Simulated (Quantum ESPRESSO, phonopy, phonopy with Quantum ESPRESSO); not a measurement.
# BP (F-43m): phonons against volume, part 2 of 2

Which modes of BP drive its thermal expansion?

Measurements to reproduce:
- volume expansion coefficient 9.6 1e-6/K near room temperature (given in “Thermal expansion coefficients of high thermal conducting BAs and BP materials (three times its linear coefficient)”, 2019, arxiv:1906.04101)

Quantum ESPRESSO 7.5; DFT LDA, scalar-relativistic, plane waves, GBRV ultrasoft pseudopotentials.

So far. Step 16 (Phonons, V/V0 0.985): No mode is imaginary beyond numerical noise along the path. The highest zone-centre mode (no LO–TO term) moved by +1.5 % for a volume change of -1.5 %. Step 16 (Phonons, V/V0 0.985): The time given is that of the 2 pw.x runs on displaced cells behind this step.

## Step 17: Ground state at this cell, V/V0 1.03

This step: DFT LDA, scalar-relativistic, plane waves, GBRV ultrasoft pseudopotentials (Quantum ESPRESSO 7.5).

System of this step: BP. It takes space group F-43m (No. 216, cubic). Conventional cell: a = 4.539 Å, b = 4.539 Å, c = 4.539 Å, α = 90.00°, β = 90.00°, γ = 90.00°. Nearest to B lie 4 P at 1.97 Å. P has 4 B at 1.97 Å nearest. Farther neighbours are not listed.

Input file scf.in:

```
 &control
    calculation='scf',
    prefix='x',
    outdir='./tmp',
    pseudo_dir='./pseudo',
    tprnfor=.true.,
    tstress=.true.,
 /
 &system
    ibrav=0,
    nat=2,
    ntyp=2,
    ecutwfc=40.0,
    ecutrho=240.0,
    occupations='fixed',
    nbnd=6,
 /
 &electrons
    conv_thr=1.0d-12,
    mixing_beta=0.7,
    electron_maxstep=100,
 /
ATOMIC_SPECIES
 B      10.8100  B.upf
 P      30.9738  P.upf
CELL_PARAMETERS angstrom
     0.000000000    2.269459593    2.269459593
     2.269459593    0.000000000    2.269459593
     2.269459593    2.269459593    0.000000000
ATOMIC_POSITIONS crystal
 B      0.000000000   0.000000000   0.000000000
 P      0.250000000   0.250000000   0.250000000
K_POINTS automatic
 8 8 8 0 0 0
```

Started as:

```sh
OMP_NUM_THREADS=1 mpirun -n 8 pw.x -nk 8 -in scf.in > scf.out
```

Elapsed: 2 s, on 8 MPI ranks of Arm Neoverse V1, shared host; 14 s of CPU time.

The run ends at a pressure of -5.01 GPa.

## Step 18: Born charges and dielectric tensor

Input file ph.in:

```
phonons
 &inputph
    prefix='x',
    outdir='./tmp',
    fildyn='x.dyn',
    tr2_ph=1.0d-18,
    epsil=.true.,
 /
0.000000000 0.000000000 0.000000000
```

scf.in is that of step 17.

Started as:

```sh
OMP_NUM_THREADS=1 mpirun -n 8 ph.x -nk 8 -in ph.in > ph.out
```

Run time: 12 s. Hardware: 8 MPI ranks.

The Born charges sum to zero within 0.071 e; the rest is removed before use. Acoustic frequencies in this log differ from zero by the error of the sum rule, which ph.x does not impose.

## Step 19: A displaced supercell

System of this step: BP. The cell holds 54 atoms: 27 B and 27 P. Cell: a = 9.629 Å, b = 9.629 Å, c = 9.629 Å, α = 60.0°, β = 60.0°, γ = 60.0°. It derives from BP, repeated 3×3×3.

Input file disp-00001.in:

```
 &control
    calculation='scf',
    prefix='x',
    outdir='./tmp',
    pseudo_dir='./pseudo',
    tprnfor=.true.,
    disk_io='none',
 /
 &system
    ibrav=0,
    nat=54,
    ntyp=2,
    ecutwfc=40.0,
    ecutrho=240.0,
    occupations='fixed',
    nbnd=110,
 /
 &electrons
    conv_thr=1.0d-11,
    mixing_beta=0.7,
    electron_maxstep=100,
 /
ATOMIC_SPECIES
 B      10.8100  B.upf
 P      30.9738  P.upf
CELL_PARAMETERS angstrom
     0.000000000    6.808378778    6.808378778
     6.808378778    0.000000000    6.808378778
     6.808378778    6.808378778    0.000000000
ATOMIC_POSITIONS crystal
 B      0.002077166   0.000000000   0.000000000
 B      0.333333333   0.000000000   0.000000000
 B      0.666666667   0.000000000   0.000000000
 B      0.000000000   0.333333333   0.000000000
 B      0.333333333   0.333333333   0.000000000
 B      0.666666667   0.333333333   0.000000000
 B      0.000000000   0.666666667   0.000000000
 B      0.333333333   0.666666667   0.000000000
[... 42 atom lines left out ...]
 P      0.750000000   0.416666667   0.750000000
 P      0.083333333   0.750000000   0.750000000
 P      0.416666667   0.750000000   0.750000000
 P      0.750000000   0.750000000   0.750000000
K_POINTS automatic
 3 3 3 0 0 0
```

Started as:

```sh
OMP_NUM_THREADS=1 mpirun -n 4 pw.x -nk 4 -in disp-00001.in > disp-00001.out
```

Wall time 14 min (4 MPI ranks).

## Step 20: Lattice dynamics at this volume, V/V0 1.03

This step: DFT LDA, scalar-relativistic, plane waves, GBRV ultrasoft pseudopotentials (phonopy with Quantum ESPRESSO 4.10.0 / 7.5).

Elapsed: 15 min, on 8 threads.

No mode is imaginary beyond numerical noise along the path. The highest zone-centre mode (no LO–TO term) moved by -2.9 % for a volume change of +3.0 %.

The time given is that of the 2 pw.x runs on displaced cells behind this step.

## Step 21: Self-consistent run, V/V0 0.97

This step: DFT LDA, scalar-relativistic, plane waves, GBRV ultrasoft pseudopotentials (Quantum ESPRESSO 7.5).

System of this step: BP. Symmetry: F-43m, No. 216, cubic system. The conventional cell has a = 4.449 Å, b = 4.449 Å, c = 4.449 Å, α = 90.00°, β = 90.00°, γ = 90.00°. B has 4 P at 1.93 Å nearest. P has 4 B at 1.93 Å nearest. Farther neighbours are not listed.

Edit scf.in of step 18 so:

```diff
@@ -26,5 +26,5 @@
 CELL_PARAMETERS angstrom
-     0.000000000    2.269459593    2.269459593
-     2.269459593    0.000000000    2.269459593
-     2.269459593    2.269459593    0.000000000
+     0.000000000    2.224507928    2.224507928
+     2.224507928    0.000000000    2.224507928
+     2.224507928    2.224507928    0.000000000
 ATOMIC_POSITIONS crystal
```

Started as:

```sh
OMP_NUM_THREADS=1 mpirun -n 8 pw.x -nk 8 -in scf.in > scf.out
```

Elapsed: 1.6 s, on 8 MPI ranks.

The run ends at a pressure of 5.50 GPa.

## Step 22: Born charges and dielectric tensor

ph.in is that of step 18.

scf.in is that of step 21.

Started as:

```sh
OMP_NUM_THREADS=1 mpirun -n 8 ph.x -nk 8 -in ph.in > ph.out
```

Run time: 10 s. Hardware: 8 MPI ranks.

ε∞:

```
9.51 0.00 0.00
0.00 9.51 0.00
0.00 0.00 9.51
```

The Born charges sum to zero within 0.073 e; the rest is removed before use. Acoustic frequencies in this log differ from zero by the error of the sum rule, which ph.x does not impose.

## Step 23: Forces on a displaced cell

System of this step: BP. The cell holds 54 atoms: 27 B and 27 P. Its edges and angles: a = 9.438 Å, b = 9.438 Å, c = 9.438 Å, α = 60.0°, β = 60.0°, γ = 60.0°. It derives from BP, repeated 3×3×3.

Edit disp-00001.in of step 19 so:

```diff
@@ -26,7 +26,7 @@
 CELL_PARAMETERS angstrom
-     0.000000000    6.808378778    6.808378778
-     6.808378778    0.000000000    6.808378778
-     6.808378778    6.808378778    0.000000000
+     0.000000000    6.673523783    6.673523783
+     6.673523783    0.000000000    6.673523783
+     6.673523783    6.673523783    0.000000000
 ATOMIC_POSITIONS crystal
- B      0.002077166   0.000000000   0.000000000
+ B      0.002119141   0.000000000   0.000000000
  B      0.333333333   0.000000000   0.000000000
```

Started as:

```sh
OMP_NUM_THREADS=1 mpirun -n 4 pw.x -nk 4 -in disp-00001.in > disp-00001.out
```

The job ended after 11 min (4 MPI ranks; 46 min of CPU time).

## Step 24: Lattice dynamics at this volume, V/V0 0.97

This step: DFT LDA, scalar-relativistic, plane waves, GBRV ultrasoft pseudopotentials (phonopy with Quantum ESPRESSO 4.10.0 / 7.5).

Run time: 12 min. Hardware: 8 threads.

Phonopy, LO-TO term from ph.x's tensors. The phonon branches at the labelled points (cm⁻¹):

| point | branch 1 | branch 2 | branch 3 | branch 4 | branch 5 | branch 6 |
| --- | --- | --- | --- | --- | --- | --- |
| Γ | 0 | 0 | 0 | 846 | 846 | 854 |
| halfway | 239 | 239 | 381 | 801 | 801 | 850 |
| X | 309 | 309 | 546 | 749 | 749 | 827 |
| halfway | 307 | 342 | 532 | 740 | 752 | 830 |
| U | 302 | 406 | 493 | 723 | 761 | 835 |
| jump to K | 302 | 406 | 493 | 723 | 761 | 835 |
| halfway | 211 | 276 | 386 | 802 | 814 | 835 |
| Γ | 0 | 0 | 0 | 846 | 846 | 854 |
| halfway | 175 | 175 | 365 | 824 | 824 | 836 |
| L | 222 | 222 | 529 | 801 | 806 | 806 |
| halfway | 281 | 352 | 497 | 743 | 782 | 833 |
| W | 356 | 403 | 470 | 724 | 754 | 834 |
| halfway | 333 | 346 | 518 | 737 | 752 | 831 |
| X | 309 | 309 | 546 | 749 | 749 | 827 |

No mode is imaginary beyond numerical noise along the path. The highest zone-centre mode (no LO–TO term) moved by +3.1 % for a volume change of -3.0 %.

The time given is that of the 2 pw.x runs on displaced cells behind this step.

## Step 25: Self-consistent run, V/V0 1.05

This step: DFT LDA, scalar-relativistic, plane waves, GBRV ultrasoft pseudopotentials (Quantum ESPRESSO 7.5).

System of this step: BP. Symmetry: F-43m, No. 216, cubic system. The conventional cell has a = 4.568 Å, b = 4.568 Å, c = 4.568 Å, α = 90.00°, β = 90.00°, γ = 90.00°. Nearest to B lie 4 P at 1.98 Å. Nearest to P lie 4 B at 1.98 Å. Farther neighbours are not listed.

Edit scf.in of step 22 so:

```diff
@@ -26,5 +26,5 @@
 CELL_PARAMETERS angstrom
-     0.000000000    2.224507928    2.224507928
-     2.224507928    0.000000000    2.224507928
-     2.224507928    2.224507928    0.000000000
+     0.000000000    2.284054589    2.284054589
+     2.284054589    0.000000000    2.284054589
+     2.284054589    2.284054589    0.000000000
 ATOMIC_POSITIONS crystal
```

Started as:

```sh
OMP_NUM_THREADS=1 mpirun -n 8 pw.x -nk 8 -in scf.in > scf.out
```

The job ended after 1.6 s (8 MPI ranks).

The run ends at a pressure of -7.90 GPa.

## Step 26: Born charges and dielectric tensor

ph.in is that of step 22.

scf.in is that of step 25.

Started as:

```sh
OMP_NUM_THREADS=1 mpirun -n 8 ph.x -nk 8 -in ph.in > ph.out
```

It took 11 s on 8 MPI ranks.

ε∞:

```
9.55 0.00 0.00
0.00 9.55 0.00
0.00 0.00 9.55
```

The Born charges sum to zero within 0.070 e; the rest is removed before use. Acoustic frequencies in this log differ from zero by the error of the sum rule, which ph.x does not impose.

## Step 27: A displaced supercell

System of this step: BP. The cell holds 54 atoms: 27 B and 27 P. Cell: a = 9.690 Å, b = 9.690 Å, c = 9.690 Å, α = 60.0°, β = 60.0°, γ = 60.0°. It derives from BP, repeated 3×3×3.

Edit disp-00001.in of step 23 so:

```diff
@@ -26,7 +26,7 @@
 CELL_PARAMETERS angstrom
-     0.000000000    6.673523783    6.673523783
-     6.673523783    0.000000000    6.673523783
-     6.673523783    6.673523783    0.000000000
+     0.000000000    6.852163768    6.852163768
+     6.852163768    0.000000000    6.852163768
+     6.852163768    6.852163768    0.000000000
 ATOMIC_POSITIONS crystal
- B      0.002119141   0.000000000   0.000000000
+ B      0.002063893   0.000000000   0.000000000
  B      0.333333333   0.000000000   0.000000000
```

Started as:

```sh
OMP_NUM_THREADS=1 mpirun -n 4 pw.x -nk 4 -in disp-00001.in > disp-00001.out
```

Elapsed: 13 min, on 4 MPI ranks.

## Step 28: Phonons, V/V0 1.05

This step: DFT LDA, scalar-relativistic, plane waves, GBRV ultrasoft pseudopotentials (phonopy with Quantum ESPRESSO 4.10.0 / 7.5).

Run time: 15 min. Hardware: 8 threads; 1.9 h of CPU time.

No mode is imaginary beyond numerical noise along the path. The highest zone-centre mode (no LO–TO term) moved by -4.8 % for a volume change of +5.0 %.

The time given is that of the 2 pw.x runs on displaced cells behind this step.

## Step 29: How the modes move with volume

This step: DFT LDA, scalar-relativistic, plane waves, GBRV ultrasoft pseudopotentials (phonopy 4.10.0).

This step gave:

| Property | Result |
| --- | --- |
| share of modes with a negative Grüneisen parameter | 0.076 |

Mean Grüneisen, by row:

| T (K) | heat-capacity-weighted mean | root mean square |
| --- | --- | --- |
| 50 | 0.206 | 0.328 |
| 100 | 0.267 | 0.422 |
| 200 | 0.511 | 0.694 |
| 300 | 0.662 | 0.83 |
| 500 | 0.767 | 0.915 |
| 800 | 0.808 | 0.946 |

Table of mean mode Grueneisen parameter by wavenumber:

| wavenumber (cm⁻¹) | mean mode Grueneisen parameter |
| --- | --- |
| 14 | - |
| 41 | 0.161 |
| 69 | 0.186 |
| 97 | 0.382 |
| 124 | 0.187 |
| 152 | 0.318 |
| 180 | 0.21 |
| 207 | 0.185 |
| 235 | 0.0833 |
| 262 | 0.12 |
| 290 | 0.185 |
| 318 | 0.253 |
| 345 | 0.426 |
| 373 | 0.551 |
| 400 | 0.581 |
| 428 | 0.875 |
| 456 | 0.922 |
| 483 | 0.929 |
| 511 | 0.949 |
| 538 | 0.918 |
| 566 | - |
| 594 | - |
| 621 | - |
| 649 | - |
| 676 | - |
| 704 | 1.31 |
| 732 | 1.34 |
| 759 | 1.23 |
| 787 | 1.16 |
| 814 | 1.17 |

Volume series, by row:

| V/V0 | V (Å³/atom) | pressure (GPa) | E - E0 (meV/atom) | gap (eV) | zero-point energy (meV/atom) | lowest on the path (cm⁻¹) | highest at Gamma without the LO-TO term (cm⁻¹) |
| --- | --- | --- | --- | --- | --- | --- | --- |
| 0.97 | 11.01 | 5.505 | 5.682 | 1.153 | 105.8 | 0 | 845.5 |
| 0.985 | 11.18 | 2.588 | 1.329 | 1.169 | 104.2 | 0 | 832.6 |
| 1 | 11.35 | -0.128 | 0 | 1.184 | 102.7 | 0 | 820 |
| 1.015 | 11.52 | -2.657 | 1.455 | 1.2 | 101.1 | 0 | 807.8 |
| 1.03 | 11.69 | -5.013 | 5.513 | 1.215 | 99.6 | 0 | 795.9 |
| 1.05 | 11.92 | -7.901 | 14.63 | 1.235 | 97.64 | 0 | 780.4 |

Optical frequency at Gamma without the LO-TO term, mode 4 against V/V0:

| V/V0 | optical frequency at Gamma without the LO-TO term, mode 4 (cm⁻¹) |
| --- | --- |
| 0.9700 | 846 |
| 0.9850 | 833 |
| 1.0000 | 820 |
| 1.0150 | 808 |
| 1.0300 | 796 |
| 1.0500 | 780 |

Grüneisen at points, by row:

| point | branch | frequency (cm⁻¹) | mode Grüneisen parameter |
| --- | --- | --- | --- |
| Γ | 4 | 820 | 1.01 |
| Γ | 6 | 826.7 | 1.09 |
| X | 1 | 309.6 | -0.08 |
| X | 3 | 531.4 | 0.92 |
| X | 4 | 716 | 1.52 |
| X | 6 | 800.5 | 1.07 |
| U | 1 | 302.5 | -0.07 |
| U | 2 | 401.4 | 0.41 |
| U | 3 | 479.9 | 0.91 |
| U | 4 | 694.5 | 1.35 |
| U | 5 | 729.3 | 1.42 |
| U | 6 | 804.1 | 1.25 |
| K | 1 | 302.5 | -0.07 |
| K | 2 | 401.4 | 0.41 |
| K | 3 | 479.9 | 0.91 |
| K | 4 | 694.5 | 1.35 |
| K | 5 | 729.3 | 1.42 |
| K | 6 | 804.1 | 1.25 |
| L | 1 | 223.3 | -0.18 |
| L | 3 | 512.3 | 1.08 |
| L | 4 | 774.1 | 1.1 |
| L | 5 | 776.7 | 1.22 |
| W | 1 | 353.1 | 0.33 |
| W | 2 | 401.2 | 0.18 |
| W | 3 | 455.5 | 1 |
| W | 4 | 698.1 | 1.2 |
| W | 5 | 720.1 | 1.52 |
| W | 6 | 801.2 | 1.31 |

## Step 30: Free-energy fit

This step gave:

| Quantity | Value |
| --- | --- |
| volume expansion coefficient at 300 K | 8.37 1e-6/K |
| isothermal bulk modulus at 300 K | 170.8 GPa |
| C_P at 300 K | 14.61 J/mol-atom/K |
| Grüneisen parameter at 300 K | 0.676 |

Energy (each curve on its own zero) against volume; values in meV/atom:

| volume (Å³/atom) | static | F at 0 K | F at 300 K | F at 900 K |
| --- | --- | --- | --- | --- |
| 11.008 | 5.68 | 9.68 | 10.1 | 13.9 |
| 11.178 | 1.33 | 3.72 | 3.97 | 6.31 |
| 11.348 | 0 | 0.81 | 0.91 | 1.78 |
| 11.518 | 1.45 | 0.72 | 0.66 | 0.03 |
| 11.689 | 5.51 | 3.27 | 3.04 | 0.89 |
| 11.916 | 14.6 | 10.4 | 9.96 | 5.74 |

Phonopy-qha, vinet fit of F(V) at each temperature; no electronic free energy. Qha vinet, by row:

| T (K) | fitted volume (Å³/atom) | alpha_V (1e-6/K) | B_T (GPa) | C_P (J/mol-atom/K) | Grueneisen |
| --- | --- | --- | --- | --- | --- |
| 100 | 11.44 | 0.76 | 171.9 | 2.992 | 0.2977 |
| 150 | 11.44 | 2.21 | 171.8 | 6.291 | 0.4141 |
| 200 | 11.44 | 4.23 | 171.6 | 9.453 | 0.529 |
| 250 | 11.44 | 6.4 | 171.2 | 12.27 | 0.6157 |
| 300 | 11.45 | 8.37 | 170.8 | 14.61 | 0.6755 |
| 350 | 11.45 | 10.04 | 170.3 | 16.5 | 0.7166 |
| 400 | 11.46 | 11.41 | 169.8 | 18 | 0.7453 |
| 450 | 11.47 | 12.52 | 169.2 | 19.18 | 0.766 |
| 500 | 11.47 | 13.42 | 168.7 | 20.12 | 0.7814 |
| 550 | 11.48 | 14.16 | 168.1 | 20.87 | 0.7933 |
| 600 | 11.49 | 14.77 | 167.4 | 21.48 | 0.8025 |
| 650 | 11.5 | 15.29 | 166.8 | 21.98 | 0.81 |
| 700 | 11.51 | 15.73 | 166.2 | 22.4 | 0.8161 |
| 750 | 11.52 | 16.11 | 165.6 | 22.75 | 0.8213 |
| 800 | 11.53 | 16.44 | 165 | 23.05 | 0.8257 |
| 850 | 11.54 | 16.74 | 164.3 | 23.31 | 0.8295 |

The volume expansion coefficient, phonopy-qha, Vinet by temperature:

| temperature (K) | volume expansion coefficient, phonopy-qha, Vinet (1e-6/K) |
| --- | --- |
| 75 | 0.33 |
| 125 | 1.39 |
| 150 | 2.21 |
| 200 | 4.23 |
| 225 | 5.33 |
| 275 | 7.42 |
| 300 | 8.37 |
| 350 | 10.0 |
| 375 | 10.8 |
| 425 | 12.0 |
| 450 | 12.5 |
| 500 | 13.4 |
| 525 | 13.8 |
| 575 | 14.5 |
| 600 | 14.8 |
| 650 | 15.3 |
| 675 | 15.5 |
| 725 | 15.9 |
| 750 | 16.1 |
| 800 | 16.4 |
| 825 | 16.6 |
| 875 | 16.9 |

The fit gives a volume expansion of 8.37 × 10⁻⁶/K at 300 K.

## Step 31: What came out

| Property | Result |
| --- | --- |
| volume expansion coefficient at 300 K | 8.37 1e-6/K |
| isothermal bulk modulus at 300 K | 170.8 GPa |
| C_P at 300 K | 14.61 J/mol-atom/K |
| Grüneisen parameter at 300 K | 0.676 |
| mean mode Grüneisen parameter at 300 K | 0.662 |

**Reading.** Near room temperature BP expands by 8.37 × 10⁻⁶/K in volume by LDA, with C_P = 14.6 J/(mol K) per mole of atoms and B_T = 171 GPa. C_P at room temperature is 59 % of the classical 3R an atom, so the stiffest modes are still partly frozen out. A measured volume expansion coefficient near room temperature is 9.6 1e-6/K (arxiv:1906.04101); the calculated 8.37 1e-6/K differs by -13 %. The heat-capacity-weighted Grüneisen parameter goes from 0.206 at 50 K to 0.808 at 800 K; 8 % of the modes stiffen on expansion. Weighting γ by the density of states and each mode's heat capacity at 300 K, modes below 280 cm⁻¹ give about 5 % of the sum of γC that drives the expansion, those up to 560 cm⁻¹ 37 % and the rest 58 %. Among the labelled points γ is largest for branch 4 at X (716 cm⁻¹, 1.5) and most negative for branch 1 at L (223 cm⁻¹, -0.18). The supercell is 7.9 Å across at its narrowest and was not tested against a larger one: only its own wavevectors are exact, and acoustic branches between them, with the entropy at low temperature, can be off.

[Logs are printed without paths, hosts, clocks, repeated set-up lines and the standing remarks that a program may print on its own settings, such as how far it seeks lower states.]

[Hosts, paths, dates, database ids (printed as entryN), source tags and the programs' standing remarks are cut or masked in the printed files.]

[A step with changed settings may run another functional than the one named; its input shows which.]

[Of the runs on displaced cells, only some may be shown.]
